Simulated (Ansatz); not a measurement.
# La2Cu2Se2SO: complex band structure, part 2 of 3

A new crystal, La2Cu2Se2SO: structure, gap and complex bands. It is built by putting S for part of the O in the LaCuSeO structure of space group P4/nmm, with the volume rescaled by atomic radii. The parent structure comes from the Materials Project.

Ansatz 0.2.0; PBEsol DFT, plane waves, PAW files (the session's first sound run).

So far, gap on the k-mesh (eV): step 3 (the bulk crystal and its band edges) 0.834.

The structure was built from a prototype and need not be the compound's stable phase.

## 4. Decaying states in the gap, plane (001), k-mesh 6×6×4

This step: PBEsol DFT, plane waves, PAW files; complex bands by layer matching along the plane's normal (Ansatz 0.2.0).

The same crystal is laid in a cell whose first two vectors span the (001) plane (indices of the standard conventional cell, whose axes can be ordered otherwise than in the bulk input). At fixed energy and wavevector in the plane the solver finds all kz, real and complex. A few wavevectors are listed, (0, 0) and (0.5, 0) in units of the plane's reciprocal vectors; the slowest state needn't be among them.

input.yaml

```yaml
crystal:
  lattice:
    - [4.230444775, 0.0, 0.0]
    - [0.0, 4.230444775, 0.0]
    - [0.0, 0.0, 8.671963033]
  atoms:
    - { symbol: La, position: [0.0, 0.5, 0.8303368441] }
    - { symbol: La, position: [0.5, 0.0, 0.1696631559] }
    - { symbol: Cu, position: [0.5, 0.5, 0.5] }
    - { symbol: Cu, position: [0.0, 0.0, 0.5] }
    - { symbol: Se, position: [0.0, 0.5, 0.3437684098] }
    - { symbol: Se, position: [0.5, 0.0, 0.6562315902] }
    - { symbol: O, position: [0.5, 0.5, 0.0] }
    - { symbol: S, position: [0.0, 0.0, 0.0] }
kpoints:
  mp_grid: { grid: [6, 6, 4] }
scf:
  occupations: { method: fixed }
hamiltonian:
  xc: pbesol
output:
  eigenvalues: true
  transmission:
    leads: [[0, 0]]
    kpoints: [[0.0, 0.0], [0.5, 0.0]]
    e_range: [-1.0, 1.83]
    de: 0.07
```

On the command line:

```console
> ansatz run input.yaml --threads 2 --pin off --max-ram 4096MiB --backend cpu --events-out ev --progress --plain --runs-dir out
```

Numbers of over 12 decimals in the logs are rounded to 6 here.

What it wrote:

```text
[...]
Crystal: 8 atoms, lattice volume = 155.199 Å³
Basis set: ecut = 420 eV, 3009 PW (Γ)
Bands: 63, of which v1, the nominal top of the filled ones, is band 52 counted from 1 (51 counted from 0)
Symmetry: 8 space group operations
[...]
k-points: 30 of 144 (time reversal used)
[...]
SCF iter   1: F=—  HF=-37803.475332 eV  |F-HF|=—  |Δ(HF+E_count)|=         —  Δρ=1.27e-2  dr2=2.12e-1  ethr=1.77e-3  ⟨swp⟩=5.9  Hψ=6036  notcnv=0  defer=238
[...]
SCF iter  10: F=-37803.436485 eV  HF=-37803.436485 eV  |F-HF|=1.36e-8  |Δ(HF+E_count)|=   4.36e-8  Δρ=4.76e-6  dr2=2.71e-8  ethr=9.62e-11  ⟨swp⟩=11.7  Hψ=8360  notcnv=0
SCF 1 converged in 10 iterations: F = -37803.436485 eV  dr2 = 2.71e-8
[...]
transmission: 11 of 22 steps passed
transmission: 22 of 22 steps passed
SCF converged after 10 iterations
Free energy (F): -37803.436485 eV
[...]
Internal energy: -37803.436485 eV  (E = F + TS)
E sigma→0 (E₀):  -37803.436485 eV
Fermi energy:    11.520355 eV
[...]
--- Band table (eV; the first three rows and the last of 30) ---
  k-point 0: bands = [... 48 lower, 10.2490, 11.4886, 11.4886, 11.5204, 12.3547, 13.1164, 13.2020, 13.4886, ... 7 higher]
  k-point 1: bands = [... 48 lower, 10.3964, 11.1808, 11.3759, 11.3759, 12.4441, 13.1795, 13.2781, 13.4955, ... 7 higher]
  k-point 2: bands = [... 48 lower, 10.5573, 10.8772, 11.2337, 11.2337, 12.6334, 12.9014, 13.3540, 13.6807, ... 7 higher]
  k-point 29: bands = [... 48 lower, 9.9522, 9.9666, 10.4573, 10.4573, 13.9578, 13.9578, 14.0810, 14.1600, ... 7 higher]
--- Transmission ---
  basis      : 149 plane waves across, 11 finite elements along
  points     : 2, as listed
  energies   : 41 from -1.000000 to 1.800000 eV about the Fermi level, 0.070000 eV apart; the leads are filled to 0.417182 eV, and channels, transmission and decay are at 0.400000 eV
  crystal 0  : La2O1S1Se2Cu2, at the sites [0, 0], period 8.6720 Å: whole cells are its period
    offset         : up to 0.0000 Å between an atom of the period and one for which it stands
    channels       : 0.000000e0 a spin
    conductance    : none, the energies end too early or step too widely for 300 K: set another output.transmission.e_range or a lower de, or, where they end at an eighth of basis.ecutwfc, a higher one
    slowest decay  : 0.1406 /Å at (0.0000, 0.0000)
```

The job ended after 31 s (2 threads of Arm Neoverse V2, shared host; peak memory 0.69 GiB).

Numbers from this step:

| Property | Result |
| --- | --- |
| level to which the leads are filled | 0.4172 eV from the Fermi level |
| decay constant at the filling level, zone centre | 0.1406 Å⁻¹ |
| decay constant at the filling level, slowest listed point | 0.1406 Å⁻¹ |

K parallel (0, 0); values up to 1.5 1/Å, a degenerate pair printed once or twice; energies at which all values exceed this have no row. The Im kz of the slowest decaying states by energy, zero at the highest filled level on the SCF mesh:

```csv
energy (eV),decay 1 (Å⁻¹),decay 2 (Å⁻¹),decay 3 (Å⁻¹),decay 4 (Å⁻¹)
-1.00,0.160,0.438,0.630,0.701
-0.86,0.111,0.130,0.448,0.631
-0.79,0.109,0.133,0.453,0.631
-0.65,0.0245,0.152,0.462,0.632
-0.58,0.151,0.467,0.631,0.719
-0.44,0.130,0.478,0.631,0.726
-0.30,0.0452,0.492,0.629,0.736
-0.23,0.501,0.628,0.742,1.13
-0.09,0.527,0.625,0.693,0.827
-0.02,0.0546,0.549,0.624,0.650
0.12,0.0870,0.185,0.599,0.620
0.26,0.121,0.245,0.587,0.615
0.33,0.132,0.267,0.529,0.613
0.47,0.148,0.303,0.413,0.488
0.54,0.153,0.318,0.358,0.475
0.68,0.159,0.250,0.342,0.445
0.82,0.0718,0.167,0.362,0.412
0.89,0.166,0.371,0.395,0.585
1.03,0.162,0.357,0.385,0.576
1.10,0.159,0.337,0.392,0.571
1.24,0.0606,0.148,0.291,0.402
1.38,0.00605,0.132,0.232,0.410
1.45,0.121,0.194,0.413,0.542
1.59,0.0498,0.0684,0.417,0.529
1.66,0.0393,0.418,0.522,0.807
1.80,0.417,0.507,0.796,0.951
```

K parallel (0, 0). The Re kz of states that move upwards by energy, zero at the highest filled level on the SCF mesh:

```csv
energy (eV),channel 1 (Å⁻¹),channel 2 (Å⁻¹),channel 3 (Å⁻¹)
-1.00,0.287,0.287,-
-0.86,-,-,-
-0.72,-,-,-
-0.58,-0.286,-,-
-0.44,-0.219,-,-
-0.30,-0.167,-,-
-0.23,-0.261,-0.261,-0.141
-0.09,-0.126,-0.126,-0.0824
-0.02,-0.0375,-,-
0.05,-,-,-
0.19,-,-,-
0.33,-,-,-
0.47,-,-,-
0.61,-,-,-
0.75,-,-,-
0.89,0.143,-,-
1.03,0.272,-,-
1.10,0.332,-,-
1.24,-,-,-
1.38,-,-,-
1.52,-0.263,-,-
1.66,-0.178,0.168,-
1.80,-0.150,0.103,0.278
```

K parallel (0.5, 0); values up to 1.5 1/Å, a degenerate pair printed once or twice; energies at which all values exceed this have no row. The Im kz of the slowest decaying states by energy, zero at the highest filled level on the SCF mesh:

```csv
energy (eV),decay 1 (Å⁻¹),decay 2 (Å⁻¹),decay 3 (Å⁻¹),decay 4 (Å⁻¹)
-1.00,0.0916,0.146,0.202,0.329
-0.79,0.146,0.221,0.269,0.283
-0.58,0.138,0.260,0.328,0.435
-0.37,0.231,0.308,0.378,0.430
-0.23,0.264,0.328,0.399,0.426
-0.02,0.299,0.348,0.421,0.428
0.19,0.324,0.359,0.433,0.435
0.40,0.345,0.365,0.440,0.443
0.61,0.366,0.367,0.447,0.453
0.82,0.363,0.413,0.447,0.512
1.03,0.356,0.384,0.443,0.484
1.17,0.349,0.359,0.439,0.459
1.38,0.300,0.336,0.407,0.430
1.59,0.144,0.275,0.290,0.319
1.80,0.231,0.293,0.297,0.302
```

At the listed wavevectors the last open channel is at -0.02 eV and the next at +0.89 eV on the grid. At +0.40 eV, the grid energy nearest the filling level (the middle of the gap on the SCF mesh), the slowest state at the listed wavevectors decays with κ = 0.141 Å⁻¹, its amplitude falling by e over 7.1 Å. Through 1 nm of this crystal that state's transmission falls by exp(−2 × 0.141 Å⁻¹ × 10 Å) = 0.060.

## 5. Decay over the two-dimensional zone

The listed points could miss the slowest state, so one energy near mid-gap is solved on a mesh of 8×8.

input.yaml: that of step 4 with these lines changed.

```diff
@@ -22,6 +22,2 @@
   eigenvalues: true
-  transmission:
-    leads: [[0, 0]]
-    kpoints: [[0.0, 0.0], [0.5, 0.0]]
-    e_range: [-1.0, 1.83]
-    de: 0.07
+  transmission: { leads: [[0, 0]], kmesh: [8, 8], e_range: [0.42, 0.43], de: 0.05 }
```

What it wrote:

```text
[...]
Crystal: 8 atoms, lattice volume = 155.199 Å³
Basis set: ecut = 420 eV, 3009 PW (Γ)
Bands: 63, of which v1, the nominal top of the filled ones, is band 52 counted from 1 (51 counted from 0)
Symmetry: 8 space group operations
[...]
k-points: 30 of 144 (time reversal used)
[...]
SCF iter   1: F=—  HF=-37803.475332 eV  |F-HF|=—  |Δ(HF+E_count)|=         —  Δρ=1.27e-2  dr2=2.12e-1  ethr=1.77e-3  ⟨swp⟩=5.9  Hψ=6036  notcnv=0  defer=238
[...]
SCF iter  10: F=-37803.436485 eV  HF=-37803.436485 eV  |F-HF|=1.36e-8  |Δ(HF+E_count)|=   4.36e-8  Δρ=4.76e-6  dr2=2.71e-8  ethr=9.62e-11  ⟨swp⟩=11.7  Hψ=8360  notcnv=0
SCF 1 converged in 10 iterations: F = -37803.436485 eV  dr2 = 2.71e-8
[...]
transmission: 44 of 275 steps passed
transmission: 88 of 275 steps passed
[...]
transmission: 275 of 275 steps passed
SCF converged after 10 iterations
Free energy (F): -37803.436485 eV
[...]
Internal energy: -37803.436485 eV  (E = F + TS)
E sigma→0 (E₀):  -37803.436485 eV
Fermi energy:    11.520355 eV
[...]
--- Band table (eV; the first three rows and the last of 30) ---
  k-point 0: bands = [... 48 lower, 10.2490, 11.4886, 11.4886, 11.5204, 12.3547, 13.1164, 13.2020, 13.4886, ... 7 higher]
  k-point 1: bands = [... 48 lower, 10.3964, 11.1808, 11.3759, 11.3759, 12.4441, 13.1795, 13.2781, 13.4955, ... 7 higher]
  k-point 2: bands = [... 48 lower, 10.5573, 10.8772, 11.2337, 11.2337, 12.6334, 12.9014, 13.3540, 13.6807, ... 7 higher]
  k-point 29: bands = [... 48 lower, 9.9522, 9.9666, 10.4573, 10.4573, 13.9578, 13.9578, 14.0810, 14.1600, ... 7 higher]
--- Transmission ---
  basis      : 149 plane waves across, 11 finite elements along
  points     : 25, standing for a mesh of 8 x 8
  energies   : 1 from 0.420000 to 0.420000 eV about the Fermi level; the leads are filled to 0.417182 eV, and channels, transmission and decay are at 0.420000 eV
[...]
channels       : 0.000000e0 a spin
    conductance    : none, crystal 0 has no channel at the energies, or these end too early or step too widely for 300 K: set another output.transmission.e_range or a lower de, or, where they end at an eighth of basis.ecutwfc, a higher one
    slowest decay  : 0.1428 /Å at (0.0000, 0.0000)
```

Run time: 40 s. Hardware: 2 threads; peak memory 0.77 GiB.

This step gave:

* least decay constant on the mesh: 0.1428 Å⁻¹

Slowest decay constant (1/Å; 0 where a channel is open) over k1 and k2. At 0.4200 eV from the Fermi level.

Values, 8 rows by 8 columns:
```
0.399 0.359 0.402 0.341 0.280 0.341 0.402 0.359
0.357 0.402 0.348 0.294 0.254 0.294 0.348 0.402
0.392 0.341 0.294 0.263 0.227 0.263 0.294 0.341
0.347 0.280 0.254 0.227 0.143 0.227 0.254 0.280
0.392 0.341 0.294 0.263 0.227 0.263 0.294 0.341
0.357 0.402 0.348 0.294 0.254 0.294 0.348 0.402
0.399 0.359 0.402 0.341 0.280 0.341 0.402 0.359
0.337 0.399 0.357 0.392 0.347 0.392 0.357 0.399
```
Columns: k1 (b1) from -0.5 to 0.375; rows upwards: k2 (b2) from -0.5 to 0.375.

The least value on the mesh is 0.143 Å⁻¹ at +0.42 eV. At that energy the listed points give about 0.143 Å⁻¹ by interpolation, so the mesh holds no clearly slower state.

## 6. Decaying states in the gap, plane (100), k-mesh 6×4×6

The same for the (100) plane, at (0, 0) and (0.5, 0), to see how the decay depends on direction.

input.yaml

```yaml
crystal:
  lattice:
    - [4.230444775, 0.0, 0.0]
    - [0.0, 8.671963033, 0.0]
    - [0.0, 0.0, 4.230444775]
  atoms:
    - { symbol: La, position: [0.5, 0.8303368441, 0.0] }
    - { symbol: La, position: [0.0, 0.1696631559, 0.5] }
    - { symbol: Cu, position: [0.5, 0.5, 0.5] }
    - { symbol: Cu, position: [0.0, 0.5, 0.0] }
    - { symbol: Se, position: [0.5, 0.3437684098, 0.0] }
    - { symbol: Se, position: [0.0, 0.6562315902, 0.5] }
    - { symbol: O, position: [0.5, 0.0, 0.5] }
    - { symbol: S, position: [0.0, 0.0, 0.0] }
kpoints:
  mp_grid: { grid: [6, 4, 6] }
scf:
  occupations: { method: fixed }
hamiltonian:
  xc: pbesol
output:
  eigenvalues: true
  transmission:
    leads: [[0, 0]]
    kpoints: [[0.0, 0.0], [0.5, 0.0]]
    e_range: [-1.0, 1.83]
    de: 0.06
```

What it wrote:

```text
[...]
Crystal: 8 atoms, lattice volume = 155.199 Å³
Basis set: ecut = 420 eV, 3009 PW (Γ)
Bands: 63, of which v1, the nominal top of the filled ones, is band 52 counted from 1 (51 counted from 0)
Symmetry: 8 space group operations
[...]
k-points: 30 of 144 (time reversal used)
[...]
SCF iter   1: F=—  HF=-37803.475327 eV  |F-HF|=—  |Δ(HF+E_count)|=         —  Δρ=1.27e-2  dr2=2.14e-1  ethr=1.77e-3  ⟨swp⟩=6.0  Hψ=6129  notcnv=0  defer=230
[...]
SCF iter  10: F=-37803.436485 eV  HF=-37803.436485 eV  |F-HF|=1.46e-8  |Δ(HF+E_count)|=   4.37e-8  Δρ=4.45e-6  dr2=2.32e-8  ethr=9.62e-11  ⟨swp⟩=11.3  Hψ=8314  notcnv=0
SCF 1 converged in 10 iterations: F = -37803.436485 eV  dr2 = 2.32e-8
[...]
transmission: 6 of 12 steps passed
transmission: 12 of 12 steps passed
SCF converged after 10 iterations
Free energy (F): -37803.436485 eV
[...]
Internal energy: -37803.436485 eV  (E = F + TS)
E sigma→0 (E₀):  -37803.436485 eV
Fermi energy:    11.520358 eV
[...]
--- Band table (eV; the first three rows and the last of 30) ---
  k-point 0: bands = [... 48 lower, 10.2490, 11.4887, 11.4887, 11.5204, 12.3547, 13.1164, 13.2020, 13.4886, ... 7 higher]
  k-point 1: bands = [... 48 lower, 10.2119, 10.9010, 11.3140, 11.3250, 12.8109, 13.3411, 13.6465, 14.0836, ... 7 higher]
  k-point 2: bands = [... 48 lower, 10.2659, 10.6213, 10.8667, 10.9394, 13.1355, 13.3364, 13.7640, 14.1158, ... 7 higher]
  k-point 29: bands = [... 48 lower, 9.9522, 9.9666, 10.4573, 10.4573, 13.9578, 13.9578, 14.0810, 14.1600, ... 7 higher]
--- Transmission ---
  basis      : 323 plane waves across, 6 finite elements along
  points     : 2, as listed
[...]
crystal 0  : La2Cu2Se2S1O1, at the sites [0, 0], period 4.2304 Å: whole cells are its period
[...]
channels       : 0.000000e0 a spin
[...]
slowest decay  : 0.1290 /Å at (0.0000, 0.0000)
```

It took 1.9 min on 2 threads; peak memory 1.4 GiB.

Numbers from this step:

```yaml
decay_constant_at_the_filling_level_zone_centre: 0.1290 Å⁻¹
decay_constant_at_the_filling_level_slowest_listed_point: 0.129 Å⁻¹
```

K parallel (0, 0); values up to 1.5 1/Å, a degenerate pair printed once or twice; energies at which all values exceed this have no row. Table of Im kz of the slowest decaying states by energy, zero at the highest filled level on the SCF mesh:

```csv
energy (eV),decay 1 (Å⁻¹),decay 2 (Å⁻¹),decay 3 (Å⁻¹),decay 4 (Å⁻¹)
-1.00,0.128,0.213,0.216,0.219
-0.88,0.160,0.223,0.253,0.399
-0.70,0.196,0.225,0.295,0.427
-0.58,0.225,0.239,0.317,0.439
-0.46,0.223,0.263,0.336,0.447
-0.28,0.217,0.285,0.359,0.452
-0.16,0.210,0.295,0.372,0.447
-0.04,0.199,0.301,0.385,0.429
0.02,0.0550,0.079,0.134,0.188
0.14,0.0915,0.194,0.238,0.306
0.26,0.112,0.208,0.264,0.301
0.44,0.129,0.171,0.304,0.334
0.56,0.130,0.154,0.300,0.347
0.68,0.108,0.148,0.295,0.359
0.86,0.146,0.283,0.339,0.394
0.98,0.143,0.271,0.286,0.380
1.10,0.137,0.246,0.257,0.363
1.28,0.123,0.188,0.226,0.332
1.40,0.109,0.146,0.191,0.307
1.52,0.0869,0.0903,0.107,0.286
1.70,0.288,0.300,0.377,0.492
1.82,0.242,0.289,0.368,0.475
```

K parallel (0, 0). The Re kz of states that move upwards by energy, zero at the highest filled level on the SCF mesh:

```csv
energy (eV),channel 1 (Å⁻¹),channel 2 (Å⁻¹),channel 3 (Å⁻¹),channel 4 (Å⁻¹),channel 5 (Å⁻¹)
-1.00,0.722,-,-,-,-
-0.88,-0.679,-0.392,0.550,-,-
-0.70,-0.565,-0.532,-0.279,-,-
-0.58,-0.494,-0.448,-0.233,-,-
-0.46,-0.424,-0.383,-0.192,-,-
-0.28,-0.310,-0.289,-0.133,-,-
-0.16,-0.218,-0.218,-0.0904,-,-
-0.04,-0.112,-0.0537,-0.0213,-,-
0.02,-,-,-,-,-
0.14,-,-,-,-,-
0.26,-,-,-,-,-
0.44,-,-,-,-,-
0.56,-,-,-,-,-
0.68,-,-,-,-,-
0.86,0.0482,-,-,-,-
0.98,0.121,-,-,-,-
1.10,0.173,-,-,-,-
1.28,0.243,-,-,-,-
1.40,0.290,-,-,-,-
1.52,0.338,-,-,-,-
1.70,-0.651,-0.394,0.0339,0.105,0.415
1.82,-0.547,-0.249,0.123,0.155,0.501
```

K parallel (0.5, 0); values up to 1.5 1/Å, a degenerate pair printed once or twice; energies at which all values exceed this have no row. Im kz of the slowest decaying states against energy, zero at the highest filled level on the SCF mesh:

```csv
energy (eV),decay 1 (Å⁻¹),decay 2 (Å⁻¹),decay 3 (Å⁻¹),decay 4 (Å⁻¹)
-1.00,0.172,0.197,0.378,0.447
-0.88,0.117,0.118,0.269,0.272
-0.76,0.0692,0.171,0.187,0.318
-0.64,0.206,0.213,0.338,0.359
-0.52,0.233,0.257,0.395,0.414
-0.46,0.241,0.265,0.292,0.412
-0.34,0.253,0.275,0.357,0.436
-0.22,0.262,0.285,0.404,0.447
-0.10,0.268,0.293,0.430,0.443
0.02,0.271,0.298,0.437,0.444
0.14,0.271,0.300,0.431,0.453
0.26,0.270,0.299,0.425,0.461
0.38,0.267,0.296,0.420,0.471
0.44,0.265,0.294,0.417,0.476
0.56,0.259,0.288,0.412,0.483
0.68,0.252,0.280,0.406,0.486
0.80,0.242,0.269,0.399,0.488
0.92,0.230,0.255,0.391,0.490
1.04,0.215,0.239,0.382,0.484
1.16,0.197,0.219,0.371,0.471
1.28,0.173,0.194,0.359,0.458
1.34,0.157,0.178,0.352,0.451
1.46,0.114,0.139,0.335,0.438
1.58,0.0739,0.312,0.423,0.425
1.70,0.282,0.407,0.408,0.449
1.82,0.248,0.391,0.392,0.434
```

At the listed wavevectors the last open channel is at -0.04 eV and the next at +0.86 eV on the grid. At +0.44 eV, the grid energy nearest the filling level (the middle of the gap on the SCF mesh), the slowest state at the listed wavevectors decays with κ = 0.129 Å⁻¹, its amplitude falling by e over 7.8 Å; the first such run, plane (001), gave 0.141 Å⁻¹.

## 7. Band edges at another level

This step: PBE DFT, plane waves, PAW files (Ansatz 0.2.0).

The edges again with PBE, at the same atoms.

input.yaml

```yaml
crystal:
  lattice:
    - [4.2304447748, 0.0, 0.0]
    - [0.0, 4.2304447748, 0.0]
    - [0.0, 0.0, 8.6719630332]
  atoms:
    - { symbol: La, position: [0.0, 0.5, 0.8303368441] }
    - { symbol: La, position: [0.5, 0.0, 0.1696631559] }
    - { symbol: Cu, position: [0.5, 0.5, 0.5] }
    - { symbol: Cu, position: [0.0, 0.0, 0.5] }
    - { symbol: Se, position: [0.0, 0.5, 0.3437684098] }
    - { symbol: Se, position: [0.5, 0.0, 0.6562315902] }
    - { symbol: O, position: [0.5, 0.5, 0.0] }
    - { symbol: S, position: [0.0, 0.0, 0.0] }
kpoints:
  mp_grid: { grid: [6, 6, 4] }
  band_path: { path: [VBM, CBM], npoints: 30 }
scf:
  occupations: { method: fixed }
hamiltonian:
  xc: pbe
output:
  eigenvalues: true
```

What it wrote:

```text
[...]
Crystal: 8 atoms, lattice volume = 155.199 Å³
Basis set: ecut = 420 eV, 3009 PW (Γ)
Bands: 63, of which v1, the nominal top of the filled ones, is band 52 counted from 1 (51 counted from 0)
Symmetry: 8 space group operations
[...]
k-points: 30 of 144 (time reversal used)
[...]
SCF iter   1: F=—  HF=-38167.219778 eV  |F-HF|=—  |Δ(HF+E_count)|=         —  Δρ=3.64e-3  dr2=3.45e-2  ethr=1.77e-3  ⟨swp⟩=6.0  Hψ=6007  notcnv=0  defer=238
[...]
SCF iter  10: F=-38167.214979 eV  HF=-38167.214979 eV  |F-HF|=7.51e-9  |Δ(HF+E_count)|=   5.39e-8  Δρ=3.13e-6  dr2=2.31e-8  ethr=9.62e-11  ⟨swp⟩=12.1  Hψ=7875  notcnv=0
SCF 1 converged in 10 iterations: F = -38167.214979 eV  dr2 = 2.31e-8
[...]
SCF converged after 10 iterations
Free energy (F): -38167.214979 eV
[...]
Internal energy: -38167.214979 eV  (E = F + TS)
E sigma→0 (E₀):  -38167.214979 eV
Fermi energy:    11.664650 eV
[...]
--- Band table (eV; the first three rows and the last of 30) ---
  k-point 0: bands = [... 48 lower, 10.3979, 11.6303, 11.6303, 11.6647, 12.5546, 13.3310, 13.4340, 13.6556, ... 7 higher]
  k-point 1: bands = [... 48 lower, 10.5431, 11.3413, 11.5207, 11.5207, 12.6440, 13.3774, 13.4701, 13.7083, ... 7 higher]
  k-point 2: bands = [... 48 lower, 10.6999, 11.0473, 11.3835, 11.3835, 12.8359, 13.0866, 13.5589, 13.8844, ... 7 higher]
  k-point 29: bands = [... 48 lower, 10.1177, 10.1320, 10.5940, 10.5940, 14.1488, 14.1488, 14.2267, 14.3099, ... 7 higher]
```

Elapsed: 62 s, on 2 threads; peak memory 0.55 GiB; 2.1 min of CPU time.

Numbers from this step:

```yaml
free_energy: -38167.2150 eV
fermi_energy: 11.66 eV
gap_on_the_k_mesh: 0.8899 eV
gap_on_path: 0.8899 eV, by band count; negative where bands overlap
direct_gap_on_path: 0.8899 eV
```

Levels at VBM (eV): -5.06, -4.79, -4.09, -4.09, -3.93, -3.93, -3.51, -3.35, -3.35, -2.96, -2.82, -2.38, -2.12, -1.99, -1.81, -1.81, -1.65, -1.27, -1.27, -0.03, -0.03, 0.00, 0.89, 1.67, 1.77, 1.99, 2.70, 2.80, 2.80, 2.97, 2.97, 2.97, 3.05.

The searched edges give 0.890 eV, as on the mesh.

Between step 3 and this run (PBE) the value for the gap on the k-mesh moves from 0.834 eV to 0.890 eV.

[end of part 2 of 3]

[Logs are printed without paths, hosts, clocks, repeated set-up lines and the standing remarks that a program may print on its own settings, such as how far it seeks lower states.]

[Hosts, paths, dates, database ids (printed as entryN), source tags and the programs' standing remarks are cut or masked in the printed files.]
